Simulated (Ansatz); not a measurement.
**NaCr3, from a guessed structure to a relaxed one**

This structure for NaCr3 is made up. Its elements were placed in a known structure type with a cell scaled to their sizes. What cell does the guess relax to, and how far off was it?

Program: Ansatz 0.2.0. Level of theory: DFT, PBEsol, plane-wave PAW, files of the set soft_1, scalar-relativistic, ferromagnetic start, cell and ions relaxed at zero pressure; PAW set soft_1, in the first sound run; inputs show where later runs differ. Results are calculated unless marked as measured.

In doubt: warnings of the run leave room for a lower electronic state, so energies may not be the lowest and differences between runs may mislead.

**1. Starting point**

Symmetry: P4/mmm, No. 123, tetragonal system. The conventional cell has a = 4.197 Å, b = 4.197 Å, c = 4.073 Å, α = 90.00°, β = 90.00°, γ = 90.00°. Nearest to Cr lie 8 Cr at 2.92 Å and 4 Na at 2.97 Å. Nearest to Cr lie 8 Cr at 2.92 to 2.97 Å and 4 Na at 2.92 Å. Nearest to Na lie 12 Cr at 2.92 to 2.97 Å. Farther neighbours are not listed.

**2. Relaxation of the guess**

The guess takes its coordinates from another compound and its volume from a rule, so the cell and any free coordinates are relaxed together.

input.yaml reads:

```yaml
crystal:
  lattice:
    - [4.197, 0.0, 0.0]
    - [0.0, 4.197, 0.0]
    - [0.0, 0.0, 4.073]
  atoms:
    - { symbol: Cr, position: [0.5, 0.5, 0.0], spin: 3.0 }
    - { symbol: Cr, position: [0.5, 0.0, 0.5], spin: 3.0 }
    - { symbol: Cr, position: [0.0, 0.5, 0.5], spin: 3.0 }
    - { symbol: Na, position: [0.0, 0.0, 0.0] }
magnetization:
  spin_polarized: true
kpoints:
  mp_grid: { grid: [6, 6, 7] }
scf:
  occupations: { method: fermi_dirac, width: 0.05 }
hamiltonian:
  xc: pbesol
  pseudopotentials: { kind: paw, azcp: { folder: soft_1 }, xc_functional: pbe }
relax:
  f_tol: 0.015
  max_steps: 70
  cell: {}
output:
  forces: true
  stress: true
```

Started as:

```
$ ansatz run input.yaml --threads 4 --pin off --max-ram 8192MiB --backend cpu --events-out ev --progress --plain --runs-dir out
```

Numbers of over 12 decimals in the logs are rounded to 6 here.

The log of the run:

```text
Engine: ansatz 0.2.0, x86_64-unknown-linux-gnu
Pseudopotentials: kind: paw
Pseudopotential: Cr, paw, valence charge 14, recommended cutoff 420 eV (normal), soft_1/Cr.paw.azcp
Pseudopotential: Na, paw, valence charge 9, recommended cutoff 420 eV (normal), soft_1/Na.paw.azcp
Functional definition: PBEsol
  exchange = pbesol_x
  correlation = pbesol_c
Crystal: 4 atoms, lattice volume = 71.745 Å³
Basis set: ecut = 420 eV, 1369 PW (Γ), exchange–correlation on 60×60×60 points (8 copies of the dense FFT grid, shifted against one another)
Bands: 36, of which v1, the nominal top of the filled ones, is band 26 counted from 1 (25 counted from 0)
Symmetry: 16 space group operations
Space group: P4/mmm (ITA 123), of the structure as read, at distance tolerance 4.2e-5 Å
Magnetic group: BNS 123.339 (UNI 999), of the structure as read, at distance tolerance 4.2e-5 Å
k-points: 40 of 252
Non-local potential: Cr, projectors of the file, l = 0: 3, l = 1: 2, l = 2: 3, l = 3: 1
Non-local potential: Na, projectors of the file, l = 0: 3, l = 1: 2, l = 2: 1
PAW form: soft (Blöchl's): semilocal exchange-correlation on the pseudo side does not see the compensation charge
PAW frozen core: Cr, regenerated for the run's functional, and the local potential with it (the file was generated under x = pbe(κ = 0.804, μ = 0.219515), c = pbe(β = 0.066725))
PAW frozen core: Na, regenerated for the run's functional, and the local potential with it (the file was generated under x = pbe(κ = 0.804, μ = 0.219515), c = pbe(β = 0.066725))
PAW one-centre angular grid: Cr, 590 points (default); XC on 64 Gauss nodes
PAW one-centre angular grid: Na, 110 points (default); XC on 64 Gauss nodes
Initial density: superposition of atomic densities (chi_scale 0.1, normalization cell, long waves kept (reshape's long-wave potential 0.00 eV rms))
Starting moments: Σ|m| = 9 μB on 3 of 4 sites
Initial wavefunctions: pseudopotential atomic-orbital guess
Functional: x = pbesol(κ = 0.804, μ = 0.123457), c = pbesol(β = 0.046)
SCF iter   1: F=—  HF=-11518.168139 eV  |F-HF|=—  |Δ(HF+E_count)|=         —  Δρ=9.29e-2 (↑9.29e-2 ↓5.90e-2)  dr2=1.70e1  dr2_m=2.28e-1  M=8.608 μB ∫|m|=8.608 μB  β_m=0.30  ethr=3.10e-3  ⟨swp⟩=5.1  Hψ=9216  notcnv=0
Mixer restart at iter 1: flushing history
preconditioner: auto → Kerker (q_TF=auto, 2.577 Å⁻¹)  [metal: Δε(μ)=0.000 eV  Ē_g=4.016 eV  σ=0.050 eV  W_gap=0.00  n_scr=18 (ndim 8)  ℏωp=19.1 eV  f_vac=0.000  D(μ)=10.46/eV (n_scr^D=170)]
spin=Collinear: Kerker preconditioning applied to the charge; magnetization (m = ρ↑ − ρ↓) channel mixes plain (no charge-response kernel on spin).
SCF iter   2: F=—  HF=-11517.032300 eV  |F-HF|=—  |Δ(HF+E_count)|=    1.14e0  Δρ=3.71e-2 (↑3.31e-2 ↓3.71e-2)  dr2=4.30e0  dr2_m=3.32e-2  M=8.848 μB ∫|m|=8.849 μB  β_m=0.41  ethr=3.10e-3  ⟨swp⟩=2.1  Hψ=6038  notcnv=0  defer=56
SCF iter   3: F=—  HF=-11516.522513 eV  |F-HF|=—  |Δ(HF+E_count)|=   5.10e-1  Δρ=1.80e-2 (↑1.76e-2 ↓1.80e-2)  dr2=3.38e-1  dr2_m=1.33e-1  M=9.126 μB ∫|m|=9.129 μB  β_m=0.70  ethr=3.10e-3  ⟨swp⟩=2.5  Hψ=5222  notcnv=0  defer=56
SCF iter   4: F=—  HF=-11516.476097 eV  |F-HF|=—  |Δ(HF+E_count)|=   4.64e-2  Δρ=1.54e-2 (↑1.54e-2 ↓6.14e-3)  dr2=6.42e-2  dr2_m=7.03e-2  M=9.696 μB ∫|m|=9.703 μB  β_m=0.85  ethr=6.62e-4  ⟨swp⟩=2.5  Hψ=5377  notcnv=0  defer=58
SCF iter   5: F=—  HF=-11516.968859 eV  |F-HF|=—  |Δ(HF+E_count)|=         —  Δρ=3.94e-2 (↑3.94e-2 ↓2.76e-2)  dr2=1.26e-1  dr2_m=7.23e-1  M=11.826 μB ∫|m|=11.830 μB  β_m=1.00  ethr=1.26e-4  ⟨swp⟩=2.1  Hψ=4849  notcnv=0  defer=58
Mixer restart at iter 5: flushing history
SCF iter   6: F=—  HF=-11516.798771 eV  |F-HF|=—  |Δ(HF+E_count)|=   1.70e-1  Δρ=1.75e-2 (↑1.75e-2 ↓3.38e-3)  dr2=1.32e-1  dr2_m=5.94e-2  M=11.603 μB ∫|m|=11.608 μB  β_m=0.85  ethr=9.80e-5  ⟨swp⟩=2.7  Hψ=6179  notcnv=0  defer=58
SCF iter   7: F=—  HF=-11516.800893 eV  |F-HF|=—  |Δ(HF+E_count)|=   2.12e-3  Δρ=1.64e-2 (↑1.64e-2 ↓3.12e-3)  dr2=1.19e-1  dr2_m=5.47e-2  M=11.951 μB ∫|m|=11.956 μB  β_m=0.65  ethr=9.80e-5  ⟨swp⟩=2.5  Hψ=6371  notcnv=0  defer=58
SCF iter   8: F=—  HF=-11516.762673 eV  |F-HF|=—  |Δ(HF+E_count)|=   3.82e-2  Δρ=7.44e-4 (↑5.81e-4 ↓7.44e-4)  dr2=4.24e-4  dr2_m=1.83e-4  M=11.814 μB ∫|m|=11.819 μB  β_m=0.82  ethr=9.80e-5  ⟨swp⟩=2.0  Hψ=5712  notcnv=0  defer=58
SCF iter   9: F=—  HF=-11516.763061 eV  |F-HF|=—  |Δ(HF+E_count)|=   3.89e-4  Δρ=4.40e-4 (↑4.40e-4 ↓2.17e-4)  dr2=2.21e-4  dr2_m=3.76e-5  M=11.830 μB ∫|m|=11.835 μB  β_m=0.81  ethr=8.32e-7  ⟨swp⟩=2.2  Hψ=4501  notcnv=0  defer=58
SCF iter  10: F=—  HF=-11516.763051 eV  |F-HF|=—  |Δ(HF+E_count)|=   1.00e-5  Δρ=2.75e-4 (↑2.75e-4 ↓1.27e-4)  dr2=6.98e-5  dr2_m=1.36e-5  M=11.838 μB ∫|m|=11.843 μB  β_m=0.70  ethr=4.32e-7  ⟨swp⟩=2.2  Hψ=4252  notcnv=0  defer=58
SCF iter  11: F=—  HF=-11516.763059 eV  |F-HF|=—  |Δ(HF+E_count)|=   7.09e-6  Δρ=1.01e-4 (↑1.01e-4 ↓4.73e-5)  dr2=1.48e-5  dr2_m=2.03e-6  M=11.835 μB ∫|m|=11.840 μB  β_m=0.85  ethr=1.37e-7  ⟨swp⟩=1.9  Hψ=3384  notcnv=0  defer=58
SCF iter  12: F=—  HF=-11516.763057 eV  |F-HF|=—  |Δ(HF+E_count)|=   1.23e-6  Δρ=4.92e-5 (↑4.92e-5 ↓1.65e-5)  dr2=1.34e-6  dr2_m=5.60e-7  M=11.836 μB ∫|m|=11.841 μB  β_m=0.92  ethr=2.91e-8  ⟨swp⟩=2.0  Hψ=3631  notcnv=0  defer=58
SCF iter  13: F=—  HF=-11516.763058 eV  |F-HF|=—  |Δ(HF+E_count)|=   1.96e-7  Δρ=1.76e-5 (↑1.76e-5 ↓4.60e-6)  dr2=3.69e-7  dr2_m=3.98e-8  M=11.836 μB ∫|m|=11.841 μB  β_m=0.96  ethr=2.63e-9  ⟨swp⟩=2.0  Hψ=3531  notcnv=0  defer=58
SCF iter  14: F=—  HF=-11516.763057 eV  |F-HF|=—  |Δ(HF+E_count)|=   4.30e-8  Δρ=3.89e-6 (↑3.89e-6 ↓1.42e-6)  dr2=1.92e-8  dr2_m=2.18e-9  M=11.836 μB ∫|m|=11.841 μB  β_m=0.98  ethr=7.23e-10  ⟨swp⟩=2.0  Hψ=3589  notcnv=0  defer=58
SCF iter  15: F=-11516.763057 eV  HF=-11516.763057 eV  |F-HF|=2.35e-9  |Δ(HF+E_count)|=   2.32e-9  Δρ=1.23e-6 (↑1.23e-6 ↓5.59e-7)  dr2=2.77e-9  dr2_m=1.18e-10  M=11.836 μB ∫|m|=11.841 μB  ethr=3.76e-11  ⟨swp⟩=1.1  Hψ=7045  notcnv=0
SCF 1 converged in 15 iterations: F = -11516.763057 eV  dr2 = 2.77e-9
  greatest PAW one-centre occupation: 1.000 electrons in one spin orbital (limit 2), on the Cr atom at site 0 (counted from 0), in its partial waves of l = 0
relax step   1: F+E_penalty+E_count = -11516.76305747 eV  Δ(F+E_penalty+E_count) = +0.000e0 eV  max|allowed force component| = 6.059e-29 eV/Å  Δτ_max = 0.0000 Å  P = +0.633 GPa  Ω = 71.745 Å³  (15 SCF iters, dr2 threshold 1.00e-7 eV, accepted)
Crystal: 4 atoms, lattice volume = 72.738 Å³
Basis set: ecut = 420 eV, 1385 PW (Γ), exchange–correlation on 60×60×60 points (8 copies of the dense FFT grid, shifted against one another)
[...]
SCF iter   5: F=—  HF=-11516.770045 eV  |F-HF|=—  |Δ(HF+E_count)|=   1.77e-5  Δρ=5.18e-5 (↑5.18e-5 ↓3.28e-5)  dr2=1.76e-6  dr2_m=8.81e-7  M=11.958 μB ∫|m|=11.963 μB  β_m=0.53  ethr=3.54e-9  ⟨swp⟩=2.1  Hψ=4981  notcnv=0
SCF iter   6: F=—  HF=-11516.770049 eV  |F-HF|=—  |Δ(HF+E_count)|=   3.85e-6  Δρ=2.07e-5 (↑2.07e-5 ↓1.22e-5)  dr2=1.33e-7  dr2_m=1.61e-7  M=11.957 μB ∫|m|=11.962 μB  β_m=0.56  ethr=3.45e-9  ⟨swp⟩=2.0  Hψ=4635  notcnv=0
SCF iter   7: F=—  HF=-11516.770050 eV  |F-HF|=—  |Δ(HF+E_count)|=   6.15e-7  Δρ=7.70e-6 (↑7.70e-6 ↓4.99e-6)  dr2=3.62e-8  dr2_m=2.08e-8  M=11.957 μB ∫|m|=11.962 μB  β_m=0.78  ethr=2.60e-10  ⟨swp⟩=2.0  Hψ=4283  notcnv=0
SCF iter   8: F=-11516.770050 eV  HF=-11516.770050 eV  |F-HF|=1.46e-7  |Δ(HF+E_count)|=   2.87e-7  Δρ=1.03e-5 (↑1.03e-5 ↓2.98e-6)  dr2=1.61e-7  dr2_m=1.25e-8  M=11.957 μB ∫|m|=11.962 μB  ethr=7.09e-11  ⟨swp⟩=1.1  Hψ=7976  notcnv=0
SCF 3 converged in 8 iterations: F = -11516.770050 eV  dr2 = 1.61e-7
  greatest PAW one-centre occupation: 1.000 electrons in one spin orbital (limit 2), on the Cr atom at site 2 (counted from 0), in its partial waves of l = 0
relax step   3: F+E_penalty+E_count = -11516.77004982 eV  Δ(F+E_penalty+E_count) = -2.267e-3 eV  max|allowed force component| = 9.664e-30 eV/Å  Δτ_max = 0.0000 Å  P = -0.149 GPa  Ω = 73.038 Å³  energy of the carried Pulay correction = -1.708e-4 eV  (8 SCF iters, dr2 threshold 4.00e-7 eV, accepted)
[...]
relax step   4: F+E_penalty+E_count = -11516.77031529 eV  Δ(F+E_penalty+E_count) = -2.655e-4 eV  max|allowed force component| = 5.049e-29 eV/Å  Δτ_max = 0.0000 Å  P = -0.021 GPa  Ω = 72.849 Å³  energy of the carried Pulay correction = -1.441e-4 eV  (8 SCF iters, dr2 threshold 1.03e-7 eV, accepted)
Initial wavefunctions: pseudopotential atomic-orbital guess (no wavefunctions were taken with the density)
iter 1 solved again at ethr=1.51e-8 eV; its pass at ethr=3.10e-3 eV (dr2=7.73e-6 eV) is discarded
SCF iter   1: F=—  HF=-11516.770431 eV  |F-HF|=—  |Δ(HF+E_count)|=         —  Δρ=4.60e-4 (↑4.60e-4 ↓2.35e-4)  dr2=7.35e-6  dr2_m=8.68e-6  M=11.947 μB ∫|m|=11.952 μB  β_m=0.65  ethr=1.51e-8  ⟨swp⟩=4.1  Hψ=17616  notcnv=0
preconditioner: auto → none  [metal: Δε(μ)=0.004 eV  Ē_g=4.133 eV  σ=0.050 eV  W_gap=0.02  n_scr=6 (ndim 8)  ℏωp=19.0 eV  f_vac=0.000  D(μ)=3.78/eV (n_scr^D=32)]
SCF iter   2: F=—  HF=-11516.770510 eV  |F-HF|=—  |Δ(HF+E_count)|=   7.83e-5  Δρ=1.61e-4 (↑1.61e-4 ↓8.21e-5)  dr2=9.28e-7  dr2_m=1.07e-6  M=11.947 μB ∫|m|=11.952 μB  β_m=0.65  ethr=1.44e-8  ⟨swp⟩=2.0  Hψ=3095  notcnv=0
SCF iter   3: F=—  HF=-11516.770519 eV  |F-HF|=—  |Δ(HF+E_count)|=   9.21e-6  Δρ=1.17e-5 (↑1.17e-5 ↓2.56e-6)  dr2=1.02e-7  dr2_m=2.00e-8  M=11.947 μB ∫|m|=11.952 μB  β_m=0.51  ethr=1.82e-9  ⟨swp⟩=2.0  Hψ=3625  notcnv=0
SCF iter   4: F=—  HF=-11516.770519 eV  |F-HF|=—  |Δ(HF+E_count)|=   2.03e-8  Δρ=1.46e-6 (↑1.46e-6 ↓7.80e-7)  dr2=1.82e-9  dr2_m=4.52e-10  M=11.947 μB ∫|m|=11.952 μB  β_m=0.51  ethr=2.01e-10  ⟨swp⟩=2.0  Hψ=4725  notcnv=0
SCF iter   5: F=—  HF=-11516.770536 eV  |F-HF|=—  |Δ(HF+E_count)|=   1.73e-5  Δρ=7.71e-7 (↑7.71e-7 ↓6.44e-7)  dr2=3.73e-10  dr2_m=1.96e-10  M=11.947 μB ∫|m|=11.952 μB  β_m=0.69  ethr=3.58e-12  ⟨swp⟩=2.1  Hψ=4920  notcnv=0
SCF iter   6: F=—  HF=-11516.770536 eV  |F-HF|=—  |Δ(HF+E_count)|=   1.61e-9  Δρ=3.04e-7 (↑3.04e-7 ↓1.93e-7)  dr2=9.02e-11  dr2_m=2.67e-11  M=11.947 μB ∫|m|=11.952 μB  β_m=0.68  ethr=1.00e-12  ⟨swp⟩=2.0  Hψ=3850  notcnv=0
SCF iter   7: F=—  HF=-11516.770536 eV  |F-HF|=—  |Δ(HF+E_count)|=  1.82e-10  Δρ=8.92e-8 (↑8.92e-8 ↓7.76e-8)  dr2=5.33e-12  dr2_m=1.73e-12  M=11.947 μB ∫|m|=11.952 μB  β_m=0.69  ethr=1.00e-12  ⟨swp⟩=2.0  Hψ=3530  notcnv=0
SCF iter   8: F=—  HF=-11516.770536 eV  |F-HF|=—  |Δ(HF+E_count)|=  3.82e-11  Δρ=4.96e-8 (↑4.96e-8 ↓4.30e-8)  dr2=3.05e-12  dr2_m=5.32e-13  M=11.947 μB ∫|m|=11.952 μB  β_m=0.85  ethr=1.00e-12  ⟨swp⟩=1.0  Hψ=2880  notcnv=0
SCF iter   9: F=-11516.770536 eV  HF=-11516.770536 eV  |F-HF|=0.00e0  |Δ(HF+E_count)|=  2.00e-11  Δρ=7.44e-8 (↑7.44e-8 ↓2.14e-8)  dr2=7.07e-12  dr2_m=6.57e-13  M=11.947 μB ∫|m|=11.952 μB  ethr=1.00e-12  ⟨swp⟩=2.4  Hψ=7879  notcnv=0
SCF 5 converged in 9 iterations: F = -11516.770536 eV  dr2 = 7.07e-12
relax step   5: F+E_penalty+E_count = -11516.77053596 eV  Δ(F+E_penalty+E_count) = -2.207e-4 eV  max|allowed force component| = 2.603e-29 eV/Å  Δτ_max = 0.0000 Å  P = -0.016 GPa  Ω = 72.849 Å³  stress off target by 1.67e-2 GPa  SCF on the basis re-selected at this cell (its energy is not comparable with the rows above)  (9 SCF iters)
basis re-selected at this cell: Δ(F+E_penalty+E_count) = -2.207e-4 eV, ΔP = +0.005 GPa vs the last step (what re-selecting the basis moved, of the pressure what is left beyond the Pulay correction that the steps carried, after the strain that the cell walked since its last selection, with what the two solves' SCF thresholds leave and, on support functions, any second-order correction that the steps lacked; it is no m [...]
WARN: an SCF from ferrimagnetic starting moments (3.57, -3.56, 3.56, 0.00 Bohr magnetons, atom by atom) was not made, by what the run has read of turns of its moments that order reads lower: the deck asks for what bars it, or types moments that do (magnetization.spin_polarized, in the input reference, names some of the keys), or the run goes by scf.lower_state_search: light, the default, which as a rule tries one only behind a close that has lost an order of both signs, or on which an open d or half-filled 4f shell of a PAW file has lost a moment that was set nearer to Hund's than to what is left; [rest of the remark cut]
SCF converged after 9 iterations
Magnetization: 11.9471 μB (31.4735 up, 19.5265 down)
Absolute magnetization: 11.9538 μB (∫|ρ↑−ρ↓|, with the PAW one-centre terms)
Spin contamination: 0.0820 ħ² per cell (⟨S²⟩ above its minimum at these occupations)
Per-site moments (μB) at R_I (Å): [(3.619023, 1.214904), (3.610317, 1.214904), (3.610317, 1.214904), (0.045798, 1.214904)]
Free energy (F): -11516.770536 eV
Harris-Foulkes:  -11516.770536 eV  (|F-HF|=0.00e0)
Internal energy: -11516.737541 eV  (E = F + TS)
E sigma→0 (E₀):  -11516.754038 eV
Entropy (-TS):   -0.032995 eV (-8.249 meV/atom)
Fermi energy:    9.818879 eV
--- Per-component energies (eV) ---
  E_band       = -951.420274
  E_kinetic    = 1010.554232
  E_local      = -6021.295276  (includes V_loc(G=0)·N_el)
  E_nonlocal   = 435.160591
  E_hartree    = 2516.055956
  E_xc         = -371.599906
  E_vxc        = -474.990972  (∫ρ·V_xc dr)
  E_paw        = -3873.781829  (= ΣΔE_a)
  E_vpaw       = -932.963687  (= ΣTr[D̂ρ^β])
  E_aug_tail   = 0.002780  (compensation charges beyond the density's cutoff)
  E_ewald      = -5212.368784
  E_core_change = 0.534693  (= ΣΔE_core)
  E_smearing   = -0.032995  (= −TS)
  E_closure    = -0.000000  (closes the sum)
  Σ components = -11516.770536   (vs F -11516.770536, Δ=0.00e0)
--- Forces (eV/Å), atoms counted from 1 ---
  atom   1  Cr     0.00000000    -0.00000000     0.00000000
  atom   2  Cr     0.00000000    -0.00000000     0.00000000
  atom   3  Cr     0.00000000    -0.00000000     0.00000000
  atom   4  Na     0.00000000     0.00000000     0.00000000
  max |Σ_I F_I| component: 1.04e-28 eV/Å
--- Stress (GPa, compression-positive) ---
       -0.015921       0.000000       0.000000
        0.000000      -0.015921       0.000000
        0.000000       0.000000      -0.016731
  P = ⅓ Tr σ = -0.0162 GPa (-0.162 kbar)
--- Relaxed structure (4 steps of the walk, 4 accepted, 1 SCFs on fresh bases) ---
  F+E_penalty+E_count = -11516.77053596 eV   max|allowed force component| = 2.603e-29 eV/Å   (the final SCF, on the basis selected at the relaxed cell)
  cell:  # Å, volume = 72.8491 Å³
    - [4.165171, 0, 0.0]
    - [0, 4.165171, 0.0]
    - [0.0, 0.0, 4.199119]
  atoms:
    - { symbol: Cr, position: [0.500000, 0.500000, 0.0] }
    - { symbol: Cr, position: [0.500000, 0, 0.500000] }
    - { symbol: Cr, position: [0, 0.500000, 0.500000] }
    - { symbol: Na, position: [0, 0, 0.0] }
```

It took 12 s on 4 threads of Intel Xeon Platinum 8375C at 2.90GHz (Ice Lake), shared host; peak memory 0.61 GiB; 45 s of CPU time.

Step by step:

```tsv
step	energy less that of the first step (eV)	largest force component (eV/Å)	pressure (GPa)	volume (Å³)
1	0.0000	0.0000	0.63	71.75
2	-0.0047	0.0000	0.02	72.74
3	-0.0070	0.0000	-0.15	73.04
4	-0.0073	0.0000	-0.02	72.85
5*	-0.0075	0.0000	-0.02	72.85
```

Relaxation steps marked * repeat the geometry before them on a plane-wave basis chosen anew for their cell, so energy and pressure can jump there.

The run keeps the 16 symmetry operations that it works with, so distortions that break them were not tested.

```tsv
conventional cell, symmetrised	before	after	change
a (Å)	4.197	4.165	-0.8 %
b (Å)	4.197	4.165	-0.8 %
c (Å)	4.073	4.199	+3.1 %
volume (Å³/atom)	17.94	18.21	+1.5 %
```

Numbers from this step:

```
free energy             : -11516.7705 eV
energy at zero smearing : -11516.7540 eV
smearing term TS        : 0.03300 eV
Fermi energy            : 9.819 eV
magnetization           : 11.95 μB
absolute magnetization  : 11.95 μB
site moments            : 3.619, 3.610, 3.610, 0.04580 μB
electrons               : 51
symmetry operations     : 16
pressure                : -0.01619 GPa
```

Site moment by atom:

```tsv
atom	site moment (μB)
Cr1	3.62
Cr2	3.61
Cr3	3.61
Na4	0.05
```

Shortest distances by pair of elements, guess and relaxed (not always the same contact):

```tsv
pair	guess (Å)	relaxed (Å)
Cr–Cr	2.924	2.945
Cr–Na	2.924	2.945
Na–Na	4.073	4.165
```

The relaxation ends with a pressure of -0.02 GPa.

(Part 1 of 2 ends here.)

[Logs are printed without paths, hosts, clocks, repeated set-up lines and the standing remarks that a program may print on its own settings, such as how far it seeks lower states.]

[Hosts, paths, dates, database ids (printed as entryN), source tags and the programs' standing remarks are cut or masked in the printed files.]
